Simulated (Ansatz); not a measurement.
# Formation energy and levels of the substitutional impurity Nb_Ga in GaN (F-43m), part 2 of 2

Charge states of Nb_Ga in GaN (F-43m), set against the band edges. Model: a cell of 54 host atoms with 1 Ga taken out and 1 Nb put in.

Ansatz; place-levels on r2SCAN runs: charge-transition levels and formation energies with image-charge correction and potential alignment at the atomic sites; PAW set soft_1.

So far: Starting point; The runs of each charge state.

### 3. Levels against the band edges, r2SCAN

A charged cell interacts with its images and the background, and its potential has another zero than the host's. place-levels removes the first by a point-charge model, screened by the static dielectric constant since the ions have relaxed around the charge, and the second by comparing potentials at atoms far from the defect.

The host is a run of the defect-free crystal in the same cutoffs, grids and k-points, so that basis and sampling errors cancel in part in the differences. The host is run in a cell of 2 atoms on a matching mesh. Its band edges are searched through the zone by a band path, so the gap is smaller than, or equal to, that on the mesh. Chemical potentials are energies per atom of Ga (alpha-Ga (Cmce)) and Nb (bcc), run with the same functional and cutoff.

Contents of levels.point.yaml:

```yaml
host:
  run: host.point.run
states: [qm1_M1.point.run, qm1_M3.point.run, q0.point.run, q0_M2.point.run, qp1_M1.point.run, qp2.point.run]
geometry_from:
  qm1_M1.point.run: qm1_M1.relax.run
  qm1_M3.point.run: qm1_M3.relax.run
  q0.point.run: q0.relax.run
  q0_M2.point.run: q0_M2.relax.run
  qp1_M1.point.run: qp1_M1.relax.run
  qp2.point.run: qp2.relax.run
  host.point.run: host.relax.run
chemical_potentials:
  Ga:
    energy: -3790.270342
    dataset: <sha256 of the dataset>
  Nb:
    energy: -4563.656891
    dataset: "<sha256 of the dataset>"
epsilon: 6.0
static_epsilon: 10.56
vertical:
  - { from: qm1_M1.point.run, to: qm1_M1.point_neutral.run }
  - { from: qm1_M3.point.run, to: qm1_M3.point_neutral.run }
  - { from: qp1_M1.point.run, to: qp1_M1.point_neutral.run }
  - { from: qp2.point.run, to: qp2.point_neutral.run }
```

On the command line:

```sh
> ansatz place-levels levels.point.yaml -- --threads 4 --pin off --max-ram 15073MiB
```

Output:

```text
[... repeated set-up lines and file paths are left out, and long positions are rounded to six places ...]
(+2/+1) 1.906 eV above the valence edge, 0.263 eV under the conduction edge
(+1/0) 2.168 eV above the valence edge (+2.623 eV without the band-filling correction), 0.000 eV under the conduction edge
(0/-1) 2.168 eV above the valence edge (+3.592 eV without the band-filling correction), 0.000 eV under the conduction edge
formation energy of charge +2: -2.344 eV with the Fermi level at the valence edge
formation energy of charge +1: -0.438 eV with the Fermi level at the valence edge
formation energy of charge 0: +1.730 eV with the Fermi level at the valence edge
formation energy of charge -1: +3.898 eV with the Fermi level at the valence edge
vertical -1 to 0: no energy, since no alignment is typed
  the change from vertical[0].from (qm1_M1.point.run) to vertical[0].to (qm1_M1.point_neutral.run): by its potential at epsilon 6 it stands at 0.368 0.702 0.699, with an rms radius of about 2.1 Å (1.2 1.2 1.2 Å across the planes of the cell's vectors); [...]
vertical -1 to 0: no energy, since no alignment is typed
  the change from vertical[1].from (qm1_M3.point.run) to vertical[1].to (qm1_M3.point_neutral.run): by its potential at epsilon 6 it stands at 0.369 0.701 0.702, with an rms radius of about 1.6 Å (0.9 0.9 1.0 Å across the planes of the cell's vectors); [...]
vertical +1 to 0: no energy, since no alignment is typed
  the change from vertical[2].from (qp1_M1.point.run) to vertical[2].to (qp1_M1.point_neutral.run): by its spins about the atoms it stands at 0.342 0.674 0.675, with an rms radius of about 1.8 Å (1.1 1.1 1.1 Å across the planes of the cell's vectors); [...]
vertical +2 to 0: no energy, since no alignment is typed
  the change from vertical[3].from (qp2.point.run) to vertical[3].to (qp2.point_neutral.run): by its potential at epsilon 6 it stands at 0.359 0.691 0.692, with an rms radius of about 2.8 Å (1.6 1.6 1.6 Å across the planes of the cell's vectors); [...]
  edges by r2scan, gap 2.168 eV; the host is sampled to repeats of 19.08 Å
  the defect's cells are sampled to repeats of 19.08 Å, like sampling
  charge +2: -113556.7883 eV with its correction of +1.347 eV, at epsilon 10.56, aligned at sites: +0.2101 eV, mean over 19 atomic sites at or beyond 4.77 Å from the defect at [0.3333, 0.6667, 0.6667], with +0.000000 for the charge's moments and without [...]
  charge +1: -113545.4332 eV with its correction of +0.462 eV, at epsilon 10.56, aligned at sites: +0.2306 eV, mean over 19 atomic sites at or beyond 4.77 Å from the defect at [0.3333, 0.6667, 0.6667], with +0.000000 for the charge's moments and without [...]
  charge 0: +0.000 eV for its dipole among its images, +0.000 omitted
  charge -1: -113520.3189 eV with its correction of -0.079 eV, at epsilon 10.56, aligned at sites: +0.3102 eV, mean over 19 atomic sites at or beyond 4.77 Å from the defect at [0.3333, 0.6667, 0.6667], with +0.000000 for the charge's moments and without [...]
  charge 0: states[2] (q0.point.run) stands 0.571 eV higher, with a moment of 0.00 μB against 2.00
  charge -1: states[0] (qm1_M1.point.run) stands 0.093 eV higher, with a moment of 1.00 μB against 3.00
  of states[5] (qp2.point.run): it parts from the run at its places by a charge that spreads by about 1.6 Å along one vector (1.3 Å or more is wide), by its potential at epsilon 6, taken for that of held ions (one typed too small widens it), where the cell [...]
  of states[4] (qp1_M1.point.run): its alignment with the host at atomic sites is doubtful: the mean over the far sites moves by -0.0626 eV from their farther parts to their nearer, more than 0.05 eV. [...]
  of states[3] (q0_M2.point.run): a band-filling correction moves a carrier to the host's band edge, which changes its energy by -0.455 eV; [...]
  of states[1] (qm1_M3.point.run): a band-filling correction moves a carrier to the host's band edge, which changes its energy by -1.878 eV; [...]
  of states[2] (q0.point.run): band_overlap_at_count; of the run under geometry_from: band_overlap_at_count
  of states[0] (qm1_M1.point.run): its alignment with the host at atomic sites is doubtful: the mean over the far sites moves by +0.0708 eV from their farther parts to their nearer, more than 0.05 eV. [...]
  of vertical[0].from (qm1_M1.point.run): band_overlap_at_count; stability_check_not_made; of the run under geometry_from: band_overlap_at_count
  of vertical[0].to (qm1_M1.point_neutral.run): band_overlap_at_count
  of vertical[1].from (qm1_M3.point.run): stability_check_not_made
  of vertical[1].to (qm1_M3.point_neutral.run): band_overlap_at_count
  of vertical[2].from (qp1_M1.point.run): stability_check_not_made
  of vertical[2].to (qp1_M1.point_neutral.run): band_overlap_at_count
  of vertical[3].from (qp2.point.run): it parts from the run at its places by a charge that spreads by about 1.6 Å along one vector (1.3 Å or more is wide), by its potential at epsilon 6, taken for that of held ions (one typed too small widens it), where the [...]
  of vertical[3].to (qp2.point_neutral.run): band_overlap_at_count
```

Elapsed: 0.55 s, on 4 threads of Arm Neoverse V2, shared host.

Levels between the charges placed, in eV above the valence top:

|  | gap (eV) | (+2/+1) | (+1/0) | (0/−1) |
| --- | --- | --- | --- | --- |
| r2SCAN | 2.17 | 1.91 | 2.17 | 2.17 |

Corrections by state:

| charge | moment (μB) | image terms and alignment (eV) | band filling (eV) | ε used | over the lowest of its charge, as the program ranks them, band filling apart (eV) |
| --- | --- | --- | --- | --- | --- |
| +2 | 0.0 | 1.347 | - | 10.56 | 0.000 |
| +1 | 1.0 | 0.462 | - | 10.56 | 0.000 |
| 0 | 2.0 | 0.000 | -0.455 | - | 0.000 |
| −1 | 3.0 | -0.079 | -1.878 | 10.56 | 0.000 |
| 0 | 0.0 | 0.000 | - | - | 0.571 |
| −1 | 1.0 | -0.088 | - | 10.56 | 0.093 |

The charged structures listed were also run neutral, and place-levels reads from each pair, by the potential or the spins, how wide the charge is by which they differ; that can be the carrier of either run.

| charge | rms radius (Å) | spread where it is widest against the cell (Å) | wide from (Å) | reading |
| --- | --- | --- | --- | --- |
| +2 | 2.8 | 1.62 | 1.35 | wide |
| +1 | 1.8 | 1.06 | 1.35 | narrow |
| −1 | 1.6 | 0.95 | 1.35 | narrow |

The neutral runs of these pairs need not share the spin of the lowest neutral state, and very wide values only mean spread over the cell.

From the program's caveats on the states, each cut to its opening words:

- charge +2: it parts from the run at its places by a charge that spreads by about 1.6 Å along one vector (1.3 Å or more is wide), by its potential at epsilon 6, taken for [...]
- charge +2: its alignment with the host at atomic sites is doubtful: the mean over the far sites moves by -0.1666 eV from their farther parts to their nearer, more than [...]
- charge +1 (1 μB): its alignment with the host at atomic sites is doubtful: the mean over the far sites moves by -0.0626 eV from their farther parts to their nearer, more than [...]
- charge +1 (1 μB), 0 (2 μB), −1 (3 μB), −1 (1 μB): flagged: stability check not made
- charge 0 (2 μB): a band-filling correction moves a carrier to the host's band edge, which changes its energy by -0.455 eV
- charge 0 (2 μB): its alignment with the host at atomic sites is doubtful: the mean over the far sites moves by +0.0601 eV from their farther parts to their nearer, more than [...]
- charge 0 (2 μB), 0, −1 (1 μB): filled levels lie above empty ones at the fixed electron count
- charge −1 (3 μB): a band-filling correction moves a carrier to the host's band edge, which changes its energy by -1.878 eV
- charge −1 (3 μB): its alignment with the host at atomic sites is doubtful: the mean over the far sites moves by +0.1040 eV from their farther parts to their nearer, more than [...]
- charge −1 (1 μB): its alignment with the host at atomic sites is doubtful: the mean over the far sites moves by +0.0708 eV from their farther parts to their nearer, more than [...]

The host's formation energy from the elements is -0.646 eV per atom; it sets how far the chemical potentials can move.

Limit set by the element alone; other compounds of these elements are not counted. Chemical potentials from the elements' reference states: Ga 0.00 eV, N -1.29 eV, Nb 0.00 eV. Formation energies (Ga-rich), with the Fermi level at the valence top and at the conduction bottom (gap 2.17 eV):

| charge | at valence top (eV) | at conduction bottom (eV) | correction included (eV) |
| --- | --- | --- | --- |
| +2 | -2.34 | 1.99 | 1.35 |
| +1 | -0.44 | 1.73 | 0.46 |
| 0 | 1.73 | 1.73 | -0.45 |
| −1 | 3.90 | 1.73 | -1.96 |

(Fermi level (eV), lowest formation energy (eV)): (0.00, -2.34), (0.20, -1.95), (0.39, -1.56), (0.59, -1.16), (0.79, -0.77), (0.98, -0.37), (1.18, 0.02), (1.38, 0.42), (1.58, 0.81), (1.77, 1.20), (1.97, 1.53), (2.17, 1.73)

Limit set by the element alone; other compounds of these elements are not counted. Chemical potentials from the elements' reference states: N 0.00 eV, Ga -1.29 eV, Nb 0.00 eV. Formation energy by charge state (N-rich; gap 2.17 eV):

| charge | at valence top (eV) | at conduction bottom (eV) | correction included (eV) |
| --- | --- | --- | --- |
| +2 | -3.64 | 0.70 | 1.35 |
| +1 | -1.73 | 0.44 | 0.46 |
| 0 | 0.44 | 0.44 | -0.45 |
| −1 | 2.61 | 0.44 | -1.96 |

(Fermi level (eV), lowest formation energy (eV)): (0.00, -3.64), (0.20, -3.24), (0.39, -2.85), (0.59, -2.45), (0.79, -2.06), (0.98, -1.67), (1.18, -1.27), (1.38, -0.87), (1.58, -0.48), (1.77, -0.09), (1.97, 0.24), (2.17, 0.44)

### 4. Outcome

```
gap of the host                                                          : 2.17 eV (r2SCAN)
level (plus 2/plus 1)                                                    : 1.91 eV above the valence top
level (plus 1/0)                                                         : 2.17 eV above the valence top, at the conduction bottom (2.62 eV above the valence top without the band-filling term)
level (0/minus 1)                                                        : 2.17 eV above the valence top, at the conduction bottom (3.59 eV above the valence top without the band-filling term)
lowest of the charges placed, just above the valence top (0.02 eV)       : +2
lowest of the charges placed, just below the conduction bottom (0.02 eV) : +1
lowest formation energy at mid-gap of the charges run, Ga-rich           : -0.18 eV
lowest formation energy at mid-gap of the charges run, N-rich            : -1.47 eV
```

What this shows: Of the charges placed (−1, 0, +1 and +2), the lowest changes at 1.91 eV (+2/+1) above the valence top, in a gap of 2.17 eV. (+2/+1) lies nearer to a band edge than the share of the finite-size correction in it (0.88 eV), and that correction holds for a localised charge alone. Charges above +2 were not placed, so these runs say nothing of levels that involve them. States placed: +2 at 0 μB; +1 at 1 μB; 0 at 2 μB and 0 μB; −1 at 3 μB and 1 μB. Other spin states or structures, where not listed, weren't placed. The program finds carriers beyond a band edge of the host and adds a band-filling term at charge −1 (-1.88 eV) and 0 (-0.45 eV); steps to such a charge show no bound level, and a defect level inside a band would be read the same way. Nb is taken at its element; compounds, which aren't counted here, bound the chemical potentials and would shift these formation energies. The program doubts the alignment of potentials for at least one state, a sign that the cell is small. What this leaves open: r2SCAN makes the gap too small and tends to spread out bound carriers; where a gas molecule sets a chemical potential or the host's formation energy, its binding is uncorrected.

[Logs are printed without paths, hosts, clocks, repeated set-up lines and the standing remarks that a program may print on its own settings, such as how far it seeks lower states.]

[Hosts, paths, dates, database ids (printed as entryN), source tags and the programs' standing remarks are cut or masked in the printed files.]

[Where a table of states has a column of steps, it counts the stored structures, which are thinned; the runs took as many ionic steps or more.]

[A defect's name tells the site on which it was built; relaxed atoms can leave that site.]

[For some hosts the program warned that the k-mesh of the response run may be too coarse for force constants and the static dielectric constant; such warnings are not shown here.]
